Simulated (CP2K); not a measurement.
Two runs for the C K edge of 3-vinylpyridine. Run A: CP2K XAS_TDP, all-electron GAPW, PBEh(45%), aug-cc-pVDZ, TDA, no relativity. Run B differs in one setting.

First lines with a strength over 0.0015. A:

```
                     atom  energy (eV)  states  strength, one atom
 C1 (bonded to C and 2 H)       280.57       1              0.0473
                                284.19       1              0.0055
                                284.58       1              0.0168
                                285.23       1              0.0028
                                285.72       1              0.0054
 C2 (bonded to 2 C and H)       281.04       1              0.0440
                                284.53       1              0.0125
                                284.56       1              0.0135
                                286.18       2              0.0041
                                286.30       1              0.0019
       C3 (bonded to 3 C)       281.47       1              0.0414
                                283.15       1              0.0018
                                284.77       1              0.0129
                                287.08       1              0.0019
                                287.75       1              0.0084
 C4 (bonded to 2 C and H)       280.92       1              0.0522
                                284.69       1              0.0116
                                285.77       1              0.0030
                                286.37       2              0.0036
                                287.03       1              0.0028
 C5 (bonded to 2 C and H)       281.43       1              0.0504
                                284.34       1              0.0120
                                285.66       1              0.0049
                                286.11       2              0.0034
                                286.99       1              0.0027
C6 (bonded to C, N and H)       281.54       1              0.0535
                                285.23       1              0.0110
                                286.17       1              0.0029
                                286.27       1              0.0054
                                286.79       1              0.0017
```

B:

```
                     atom  energy (eV)  states  strength, one atom
 C1 (bonded to C and 2 H)       274.92       1              0.0342
                                277.64       1              0.0026
                                277.98       1              0.0061
                                278.07       1              0.0043
                                278.79       1              0.0031
 C2 (bonded to 2 C and H)       275.31       1              0.0266
                                277.84       1              0.0184
                                278.00       1              0.0051
                                278.33       1              0.0018
                                280.48       1              0.0074
       C3 (bonded to 3 C)       275.56       1              0.0237
                                276.57       1              0.0026
                                278.17       1              0.0141
                                281.02       1              0.0018
                                281.21       1              0.0116
 C4 (bonded to 2 C and H)       275.27       1              0.0377
                                276.61       1              0.0023
                                278.09       1              0.0049
                                280.28       1              0.0077
                                280.71       1              0.0055
 C5 (bonded to 2 C and H)       275.71       1              0.0257
                                275.92       1              0.0119
                                277.82       1              0.0055
                                278.46       1              0.0047
                                279.15       1              0.0020
C6 (bonded to C, N and H)       275.88       1              0.0359
                                277.05       1              0.0023
                                278.57       1              0.0037
                                278.98       1              0.0083
                                279.13       1              0.0020
```

Question: Which was it: scalar relativity switched on, the basis, the functional, GW2X switched on?

The functional (functional from PBEh(45%) to PBE0; the lines alone don't name the new value). A functional moves all lines by electronvolts and changes their spacings and strengths. Against PBEh(45%) in aug-cc-pVDZ, the leading lines move by -5.65 eV (C1, to 274.92), -5.73 eV (C2, to 275.31), -5.91 eV (C3, to 275.56), -5.65 eV (C4, to 275.27), -5.72 eV (C5, to 275.71) and -5.66 eV (C6, to 275.88); the strength of C1's goes from 0.0473 to 0.0342. The next line of C1 over the strength cut lies 2.72 eV higher, against 3.62.

[Banner, clock and machine lines of the logs are left out without a mark of their own.]

[Logs are printed without paths, hosts, clocks, repeated set-up lines and the standing remarks that a program may print on its own settings, such as how far it seeks lower states.]

[Hosts, paths, dates, database ids (printed as entryN), source tags and the programs' standing remarks are cut or masked in the printed files.]
